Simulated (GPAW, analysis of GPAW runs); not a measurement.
# NV- centre in 3C-SiC: hyperfine coupling against experiment (GPAW)

Subject: NV- centre in 3C-SiC. Wanted: its hyperfine coupling, in one set-up (PBE, LCAO dzp, h 0.18, 128-site cell, PBE lattice, k: the zone centre alone). The model is a cell of 128 host atoms with 1 site emptied and N put on another atom's site. The isotropic coupling follows from the spin density at the nucleus, the nuclear g-factor and the total spin. A larger cell tests how far the defect's images disturb the number.

Measured beforehand: 14N, isotropic part (sign not measured) (size measured, sign taken from theory): -1.26 MHz, by EPR (quoted in “Characterization and formation of NV centers in 3C, 4H and 6H SiC: an ab initio study”, 2017, A. Csóré et al., quoting earlier work (2016)). The runs below try to reproduce this.

Method: GPAW LCAO dzp PAW DFT, PBE; relaxation of all atoms of a defect supercell, in GPAW 26.7.0.

## Step 1: Set-up

The cell holds 127 atoms: 63 Si, 63 C and 1 N. Its edges and angles: a = 12.412 Å, b = 12.412 Å, c = 12.412 Å, α = 60.0°, β = 60.0°, γ = 60.0°. It derives from SiC (space group F-43m). Nearest the centre at fractional (0.500, 0.500, 0.500): C46 at 1.90 Å, N44 at 1.91 Å, C76 at 1.91 Å, C52 at 1.92 Å, Si55 at 3.08 Å, Si86 at 3.09 Å, Si77 at 3.10 Å, Si90 at 3.10 Å. The cell carries charge −1.

The host's primitive cell comes from a first run (GPAW LCAO dzp PAW DFT, PBE; relaxation of cell and atoms of a defect-free cell): vectors of 3.103, 3.103 and 3.103 Å. That is 10.56 Å³ an atom, 2.1 % over the diffraction cell's volume. The supercell is built on it.

## Step 2: Relaxation, charge −1

Every later number rests on the structure around the defect, so the atoms are relaxed at the host's lattice first.

run.py reads:

```python
import numpy as np
from ase.io import read, write
from ase.parallel import parprint, world
from gpaw import GPAW
from ase.optimize import BFGS

atoms = read('POSCAR')
magmoms = np.zeros(len(atoms))
magmoms[[43, 45, 51, 75]] = 2 / 4
atoms.set_initial_magnetic_moments(magmoms)
calc = GPAW(mode='lcao',
            h=0.18,
            basis='dzp',
            xc='PBE',
            kpts={'size': (1, 1, 1), 'gamma': True},
            charge=-1,
            occupations={'name': 'fermi-dirac', 'width': 0.01, 'fixmagmom': True},
            nbands=264,
            convergence={'density': 1e-05, 'forces': 0.001},
            maxiter=150,
            symmetry='off',
            txt='gpaw.txt')
atoms.calc = calc
opt = BFGS(atoms, trajectory='relax.traj', logfile='-')
done = opt.run(fmax=0.02, steps=80)
parprint('Converged:', done)
energy = atoms.get_potential_energy()
forces = atoms.get_forces()
parprint(f'Energy: {energy:.6f} eV, largest force {np.linalg.norm(forces, axis=1).max():.4f} eV/A')
calc.write('gs.gpw')
write('final.xyz', atoms)
parprint('Moments:', atoms.get_magnetic_moments().round(3))
for s in range(calc.get_number_of_spins()):
    parprint('Levels (eV), spin', s, calc.get_eigenvalues(kpt=0, spin=s)[-16:].round(3))
```

POSCAR reads:

```
Si C  Si C  Si C  Si C  Si C  Si C  Si C  Si C  Si C  Si C  Si C  Si C  Si C  Si C  Si C  Si C  Si C  Si C  Si C  Si C  Si C  Si N  Si C  Si C  Si C  Si C  Si C  Si C  Si C  Si C  Si C  Si C  Si C  Si C  Si C  Si C  Si C  Si C  Si C  Si C  Si C  Si C  Si C  Si C  Si C  Si C  Si C  Si C  Si C  Si C  Si C  Si C  Si C  Si C  Si C  Si C  Si C  Si C  Si C  Si C  Si C  Si C  Si C 
 1.0000000000000000
    -0.0000000000000000    8.7765507458350651    8.7765507458350651
     8.7765507458350651   -0.0000000000000000    8.7765507458350651
     8.7765507458350651    8.7765507458350651   -0.0000000000000000
 Si  C   Si  C   Si  C   Si  C   Si  C   Si  C   Si  C   Si  C   Si  C   Si  C   Si  C   Si  C   Si  C   Si  C   Si  C   Si  C   Si  C   Si  C   Si  C   Si  C   Si  C   Si  N   Si  C   Si  C   Si  C   Si  C   Si  C   Si  C   Si  C   Si  C   Si  C   Si  C   Si  C   Si  C   Si  C   Si  C   Si  C   Si  C   Si  C   Si  C   Si  C   Si  C   Si  C   Si  C   Si  C   Si  C   Si  C   Si  C   Si  C   Si  C   Si  C   Si  C   Si  C   Si  C   Si  C   Si  C   Si  C   Si  C   Si  C   Si  C   Si  C   Si  C   Si  C  
   1   1   1   1   1   1   1   1   1   1   1   1   1   1   1   1   1   1   1   1   1   1   1   1   1   1   1   1   1   1   1   1   1   1   1   1   1   1   1   1   1   1   1   1   1   1   1   1   1   1   1   1   1   1   1   1   1   1   1   1   1   1   1   1   1   1   1   1   1   1   1   1   1   1   1   1   1   1   1   1   1   1   1   2   1   1   1   1   1   1   1   1   1   1   1   1   1   1   1   1   1   1   1   1   1   1   1   1   1   1   1   1   1   1   1   1   1   1   1   1   1   1   1   1   1   1
Direct
  0.0000316917185138 -0.0010673677875691 -0.0008081213591096
  0.1887948004465538  0.1876064348127719  0.1856761369175761
[... 9 atom lines left out ...]
  0.1855984598804371  0.4376541126804077  0.4384889753051006
[... 1 atom line left out ...]
  0.1870237904259295  0.4365642355543438  0.6894497035270335
[... 5 atom lines left out ...]
  0.1872948657592164  0.6892020140114425  0.4359986752729802
[... 1 atom line left out ...]
  0.1882316018773524  0.6887793204418500  0.6872013348868885
[... 5 atom lines left out ...]
  0.1873299482214695  0.9369835477310173  0.4363165492492784
[... 7 atom lines left out ...]
  0.4357164169384012  0.1888907281059224  0.4376811515866160
[... 1 atom line left out ...]
  0.4367444339592607  0.1861402035185738  0.6880401769570762
[... 1 atom line left out ...]
  0.4367390700403572  0.1872564134356992  0.9394252923507693
[... 1 atom line left out ...]
  0.4393991885933225  0.4368913889974440  0.1864172140324434
[... 1 atom line left out ...]
  0.4388918229163354  0.4358312100174704  0.4371734346398431
[... 1 atom line left out ...]
  0.4375995871392470  0.4389037145738472  0.6877687994054834
  0.2491232657817431  0.2509794020387585  0.7486334159495766
  0.4381764340400044  0.4373711566010108  0.9357147755737761
[... 1 atom line left out ...]
  0.4367116732286651  0.6893342142183470  0.1875515936682294
[... 1 atom line left out ...]
  0.4371651426684127  0.6892782678786633  0.4374404293646942
  0.2507669138400162  0.4980315679959560  0.5005366376958721
  0.4360405809728654  0.6887794100720599  0.6867503820407280
  0.2516604556473381  0.5003359301734469  0.7485954899504210
[... 2 atom lines left out ...]
  0.4359433736259592  0.9391493432744855  0.1873032914349227
  0.2493495547003174  0.7486387240697618  0.2503375549040255
  0.4387950380533292  0.9383598358477536  0.4359457268500963
  0.2489643427340972  0.7516412837935638  0.5004855829681438
[... 1 atom line left out ...]
  0.2486109630590682  0.7509004837024774  0.7513243902222837
[... 4 atom lines left out ...]
  0.6872721847358505  0.1889878466006453  0.4358371482840758
[... 1 atom line left out ...]
  0.6887514276402735  0.1879895562437062  0.6875968959870759
[... 3 atom lines left out ...]
  0.6881315791626779  0.4386983128908912  0.1856674949945429
[... 1 atom line left out ...]
  0.6886987808984129  0.4367312391004272  0.4385244253740515
  0.4981827562093616  0.2506576034942384  0.5012066085045664
  0.6871014477092769  0.4383318678706847  0.6858259133110446
  0.5015477830436935  0.2493974598859235  0.7505242482379879
[... 2 atom lines left out ...]
  0.6886572491085735  0.6885929883771699  0.1861225975803585
  0.5016877329833145  0.4984972541534949  0.2500934225734046
  0.6866626780667143  0.6894591332185765  0.4368286718909991
[... 1 atom line left out ...]
  0.5001727909478410  0.4982790123888723  0.7500659966713211
[... 3 atom lines left out ...]
  0.5012178697321394  0.7500768638892841  0.2505496388553065
[... 1 atom line left out ...]
  0.5003604683362469  0.7506762787987705  0.4980554050786980
[... 6 atom lines left out ...]
  0.9386667263973675  0.1866523133522000  0.4385778586696770
[... 5 atom lines left out ...]
  0.9387436183608392  0.4365020645893228  0.1862325438444270
  0.7483654877249226  0.2510638149281972  0.2495021669779132
  0.9358116605010153  0.4381604730448890  0.4388439807740183
  0.7515877031872943  0.2502180589429913  0.4983920700369186
[... 1 atom line left out ...]
  0.7482611826481598  0.2513443950880104  0.7505742118277295
[... 3 atom lines left out ...]
  0.7518294997254831  0.4992823912450658  0.2488470850388627
[... 1 atom line left out ...]
  0.7518014808952447  0.4988460454634006  0.5001269794107875
[... 5 atom lines left out ...]
  0.7481744623925051  0.7513110655426668  0.2503247129908072
[... 4 atom lines left out ...]
  0.9361617804727751  0.9383282918251032  0.9366178589159313
```

Launch:

```
> OMP_NUM_THREADS=1 mpirun -n 4 gpaw python run.py > stdout
```

The program printed:

```text
__  _  _
 | _ |_)|_||  |
 |__||  | ||/\| - 26.7.0

Input parameters:
  mode=LCAO(),
  basis={'default': 'dzp'},
  charge=-1,
  convergence={'density': 1e-05, 'forces': 0.001},
  h=0.18,
  kpts=MonkhorstPack(size=(1, 1, 1), gamma=True),
  maxiter=150,
  nbands=264,
  occupations=Occupations(name='fermi-dirac', width=0.01, fixmagmom=True),
  symmetry=Symmetry(point_group=False, time_reversal=False),
  xc=XC(name='PBE')

                                                          C
                                                   C
                                                    C
                                            C
                                      C       C         C
                                       C       C  C
                                        C       Si C
                                C        SiC
                                  C C     C C          C
                           C      Si  C   Si  C C
                           Si       Si        Si
                            CSiC     SiCSiC       C
                      C         C  C    C  C          C
                      Si C    Si Si C    Si C  C
                       Si Si    Si           Si
                 Si      SiSiC      SiSiC       C
                    C          N C     C  C
                  Si Si C    SiSi  C    Si C
           Si         Si Si   Si Si        Si
               Si      SiCSiC     SiCSi
                   C         C        C
                 SiSi  C   Si Si      Si
          Si         SiSi    SiSi
                      SiC        Si
              Si C       Si
               Si Si      Si
         Si        Si      Si
                     Si
             Si
              Si
       Si

Atoms  # Å, Bohr magnetons
|     | symbol |         x |         y |         z |    initial magnetic moments |
|-----|--------|-----------|-----------|-----------|-----------------------------|
|   0 |     Si | -0.016460 | -0.006814 | -0.009090 | ( 0.0000,  0.0000,  0.0000) |
|   1 |      C |  3.276133 |  3.286563 |  3.303505 | ( 0.0000,  0.0000,  0.0000) |
|   2 |     Si |  2.175209 |  2.193182 | -0.006388 | ( 0.0000,  0.0000,  0.0000) |
|   3 |      C |  5.482534 |  5.480033 |  3.310282 | ( 0.0000,  0.0000,  0.0000) |
|   4 |     Si |  4.396486 |  4.385657 | -0.018048 | ( 0.0000,  0.0000,  0.0000) |
|   5 |      C |  7.662944 |  7.671180 |  3.283618 | ( 0.0000,  0.0000,  0.0000) |
|   6 |     Si |  6.581141 |  6.590934 | -0.018049 | ( 0.0000,  0.0000,  0.0000) |
|   7 |      C |  9.891141 |  9.866881 |  3.298104 | ( 0.0000,  0.0000,  0.0000) |
|   8 |     Si |  2.193117 | -0.019585 |  2.190217 | ( 0.0000,  0.0000,  0.0000) |
|   9 |      C |  5.486083 |  3.305699 |  5.499107 | ( 0.0000,  0.0000,  0.0000) |
|  10 |     Si |  4.403962 |  2.206522 |  2.193396 | ( 0.0000,  0.0000,  0.0000) |
|  11 |      C |  7.689514 |  5.477335 |  5.470008 | ( 0.0000,  0.0000,  0.0000) |
|  12 |     Si |  6.597044 |  4.383419 |  2.181396 | ( 0.0000,  0.0000,  0.0000) |
|  13 |      C |  9.882518 |  7.692414 |  5.472952 | ( 0.0000,  0.0000,  0.0000) |
|  14 |     Si |  8.763441 |  6.573801 |  2.206547 | ( 0.0000,  0.0000,  0.0000) |
|  15 |      C | 12.079694 |  9.867381 |  5.470559 | ( 0.0000,  0.0000,  0.0000) |
|  16 |     Si |  4.377393 |  0.014208 |  4.397204 | ( 0.0000,  0.0000,  0.0000) |
|  17 |      C |  7.689962 |  3.306422 |  7.687141 | ( 0.0000,  0.0000,  0.0000) |
|  18 |     Si |  6.584130 |  2.204029 |  4.370978 | ( 0.0000,  0.0000,  0.0000) |
|  19 |      C |  9.875381 |  5.470367 |  7.692619 | ( 0.0000,  0.0000,  0.0000) |
[...]
|  43 |      N |  7.661970 |  7.688831 |  7.677051 | ( 0.0000,  0.0000,  0.5000) |
[...]
Unit cell  # Å
| periodic |         x |         y |         z |   lengths |    angles |
|----------|-----------|-----------|-----------|-----------|-----------|
|      yes | -0.000000 |  8.776551 |  8.776551 | 12.411917 | 60.000000 |
|      yes |  8.776551 | -0.000000 |  8.776551 | 12.411917 | 60.000000 |
|      yes |  8.776551 |  8.776551 | -0.000000 | 12.411917 | 60.000000 |

Number of symmetries: 1
Symmetry operations  # r_c * U_cc + t_c -> r_c
|   | kind |            matrix            |
|---|------|------------------------------|
| 0 |  E   |  1, 0, 0,  0, 1, 0,  0, 0, 1 |

BZ-sampling:
  Number of BZ points: 1
  Number of IBZ points: 1

  Monkhorst-Pack size: [1, 1, 1]
  Monkhorst-Pack shift: [0, 0, 0]

K-points  # in reciprocal-cell coordinates
|   |                                coordinates |     weight |
|---|--------------------------------------------|------------|
| 0 | (  0.00000000,   0.00000000,   0.00000000) | 1.00000000 |

basis functions: 1651
Spin-components: 2 (collinear spins)
Bands:           264
Projectors:      635
Spin-degeneracy: 1
Datatype:        <class 'float'>

Density:
  Valence electrons: 509.0
  Components: 2
  Grid points: [56 56 56]
  Charge: -1.0  # |e|

Potential:
  Grid points: [56 56 56]

species:
  Si:
    name:    Silicon
    Z:       14.0
    valence: 4
    core:    10
    charge:  0.0  # [|e|]
    compensation charges:
      type: gauss
      rc: 0.33  # [Å]
      lmax: 2
    cutoffs:
      filter: 1.86  # [Å]
      core: 2.06  # [Å]
[...]
|------------|---------------|-----------|---------------|-----------|
[...]
|        ... |               |           |               |           |
[...]
Gap: 0.672 eV
Transition (v -> c):
  (s=0, k=0, n=255, [0.00, 0.00, 0.00]) -> (s=0, k=0, n=256, [0.00, 0.00, 0.00])
No difference between direct/indirect transitions

Forces  # eV/Ang
|        x |        y |        z |
|----------|----------|----------|
[...]
C
                                                   C
                                                    C
                                            C
                                      C       C         C
                                       C       C  C
                                        C       Si C
                                C        SiC
                                  C C     C C          C
                           C      Si  C   Si  C C
                           Si       Si        Si
                            CSiC     SiCSiC       C
                     C          C  C    C  C          C
                      Si C    Si Si C    Si C  C
                       Si Si    Si           Si
                 Si      SiSiC      SiSiC       C
                    C         N  C     C  C
                  Si Si C    SiSi  C    Si C
           Si         Si Si   Si Si         Si
               Si      SiCSiC     SiCSi
                   C         C        C
                 SiSi  C   Si Si      Si
          Si         SiSi    SiSi
                      SiC        Si
              Si C       Si
               Si Si      Si
         Si        Si      Si
                     Si
             Si
              Si
       Si

Atoms  # Å, Bohr magnetons
|     | symbol |         x |         y |         z |    initial magnetic moments |
|-----|--------|-----------|-----------|-----------|-----------------------------|
[...]
|  43 |      N |  7.544214 |  7.544201 |  7.545590 | ( 0.0000,  0.0000,  0.0008) |
[...]
| 117 |     Si | 10.969221 | 13.165503 | 10.970455 | ( 0.0000,  0.0000, -0.0004) |
| 118 |      C | 14.261911 | 16.454481 | 14.262614 | ( 0.0000,  0.0000, -0.0003) |
| 119 |     Si |  6.585085 |  6.585510 | 13.164082 | ( 0.0000,  0.0000, -0.0005) |
| 120 |      C |  9.873438 |  9.873914 | 16.456159 | ( 0.0000,  0.0000, -0.0000) |
| 121 |     Si |  8.777262 |  8.778000 | 13.158704 | ( 0.0000,  0.0000,  0.0004) |
| 122 |      C | 12.067574 | 12.067736 | 16.455013 | ( 0.0000,  0.0000, -0.0001) |
| 123 |     Si | 10.969811 | 10.970001 | 13.166254 | ( 0.0000,  0.0000, -0.0004) |
| 124 |      C | 14.262156 | 14.262614 | 16.454544 | ( 0.0000,  0.0000, -0.0003) |
| 125 |     Si | 13.164354 | 13.164629 | 13.164807 | ( 0.0000,  0.0000,  0.0001) |
| 126 |      C | 16.455767 | 16.456031 | 16.456158 | ( 0.0000,  0.0000, -0.0000) |

Unit cell  # Å
| periodic |         x |         y |         z |   lengths |    angles |
|----------|-----------|-----------|-----------|-----------|-----------|
|      yes | -0.000000 |  8.776551 |  8.776551 | 12.411917 | 60.000000 |
|      yes |  8.776551 | -0.000000 |  8.776551 | 12.411917 | 60.000000 |
|      yes |  8.776551 |  8.776551 | -0.000000 | 12.411917 | 60.000000 |

Initialization done in: 8.633 s

convergence criteria:
- Maximum integral of absolute [dens]ity change: 1e-05 electrons / valence electron
- Maximum change in the atomic [forces] across last 2 cycles: 0.001 eV/Ang OR
Maximum error relative to the maximum force is below inf
- Maximum [total energy] change in last 3 cyles: 0.0005 eV / valence electron
- Maximum integral of absolute [eigenst]ate change: 4e-08 eV^2 / valence electron
maximum number of iterations: 150

SCF iterations
|iter     | |      energy | eigst |  dens |force |  magmom |
|---------|-|-------------|-------|-------|------|---------|
|iter:   1| | -903.596061c|      c|       |      |  +1.9998|
|iter:   2| | -903.596029c|      c| -3.88 |      |  +1.9998|
|iter:   3| | -903.595970c|      c| -3.95 |      |  +1.9999|
|iter:   4| | -903.595964c|      c| -4.27 |      |  +1.9999|
|iter:   5| | -903.595964c|      c| -4.58 |      |  +2.0000|
|iter:   6| | -903.595963c|      c| -4.89 |      |  +2.0000|
|iter:   7| | -903.595963c|      c| -5.33c|-1.58 |  +2.0000|
|iter:   8| | -903.595963c|      c| -5.70c|-3.55c|  +2.0000|

Converged in 8 steps
SCF loop duration: 225.484 s (28.186 s/step)
Energy contributions relative to reference atoms: (reference = -563061.980543)

Energy contributions:
  Kinetic:         903.090806
  Coulomb:        -728.794446
  Zero:              8.788386
  External:          0.000000
  Xc:            -1086.680709
  Entropy:          -0.000000
  Spinorbit:         0.000000
  ----------------------------
  Free energy:    -903.595963
  Extrapolated:   -903.595963

dipole moment: (43.074120, -70.592515, -184.078973)  # |e|*Ang

Total magnetic moment: (0.000000, 0.000000, 2.000009)

Local magnetic moments
|        x |        y |         z |
|----------|----------|-----------|
[...]
Fermi levels: 9.085, 8.929
Eigenvalues  # (at kpt = [0.000, 0.000, 0.000])
| band index |      eig [eV] | occ [0-1] |      eig [eV] | occ [0-1] |
|------------|---------------|-----------|---------------|-----------|
[...]
|        ... |               |           |               |           |
[...]
|        259 |        11.519 |     0.000 |        11.524 |     0.000 |
|        260 |        11.650 |     0.000 |        11.652 |     0.000 |
|        261 |        11.650 |     0.000 |        11.652 |     0.000 |
|        262 |        11.669 |     0.000 |        11.670 |     0.000 |
|        263 |        11.674 |     0.000 |        11.678 |     0.000 |

Gap: 0.670 eV
Transition (v -> c):
  (s=0, k=0, n=255, [0.00, 0.00, 0.00]) -> (s=0, k=0, n=256, [0.00, 0.00, 0.00])
No difference between direct/indirect transitions

Forces  # eV/Ang
|        x |        y |        z |
|----------|----------|----------|
[...]
|  0.00078 |  0.00354 |  0.00050 |  # C  122
|  0.00493 |  0.00365 | -0.00863 |  # Si 123
|  0.00440 | -0.00160 |  0.00120 |  # C  124
|  0.00372 |  0.00223 |  0.00436 |  # Si 125
|  0.00509 |  0.00068 |  0.00219 |  # C  126

# Writing to gs.gpw (mode='')
```

It took 57 min on 4 MPI ranks of Arm Neoverse V2, shared host; peak memory 4.8 GiB; 3.8 h of CPU time.

The steps of the relaxation:

| step | energy less that of the first step (eV) |
| --- | --- |
| 0 | 0.0000 |
| 1 | -0.9143 |
| 2 | -1.3848 |
| 3 | -1.4613 |
| 4 | -1.5661 |
| 5 | -1.5831 |
| 6 | -1.6030 |
| 7 | -1.6085 |
| 8 | -1.6134 |
| 9 | -1.6142 |
| 10 | -1.6146 |

The atoms that moved most (Å):

| atom | dx | dy | dz | length |
| --- | --- | --- | --- | --- |
| N44 | -0.118 | -0.145 | -0.131 | 0.228 |
| C46 | 0.081 | 0.092 | -0.090 | 0.151 |
| C76 | -0.081 | 0.076 | 0.094 | 0.146 |
| C52 | 0.081 | -0.075 | 0.086 | 0.140 |
| Si83 | 0.025 | -0.003 | -0.041 | 0.048 |
| Si114 | 0.041 | -0.004 | -0.025 | 0.048 |
| Si61 | -0.036 | 0.030 | -0.001 | 0.047 |
| C14 | -0.030 | -0.014 | 0.034 | 0.047 |

Neighbours of the ideal centre at the end:

| atom | distance (Å) |
| --- | --- |
| C46 | 2.055 |
| C76 | 2.057 |
| C52 | 2.058 |
| N44 | 2.134 |
| Si79 | 3.072 |
| Si55 | 3.073 |
| Si61 | 3.073 |
| Si108 | 3.073 |
| Si90 | 3.074 |
| Si114 | 3.074 |
| Si53 | 3.084 |
| Si77 | 3.084 |
| Si83 | 3.085 |
| Si86 | 3.092 |
| Si116 | 3.094 |
| Si92 | 3.094 |

Numbers from this step:

```
total moment : 2.000 μB
```

First to last step the energy falls by 1.615 eV; the largest move, 0.23 Å, is that of N44.

(Part 1 of 2 ends here.)

[Logs are printed without paths, hosts, clocks, repeated set-up lines and the standing remarks that a program may print on its own settings, such as how far it seeks lower states.]

[Hosts, paths, dates, database ids (printed as entryN), source tags and the programs' standing remarks are cut or masked in the printed files.]

[For some hosts the program warned that the k-mesh of the response run may be too coarse for force constants and the static dielectric constant; such warnings are not shown here.]
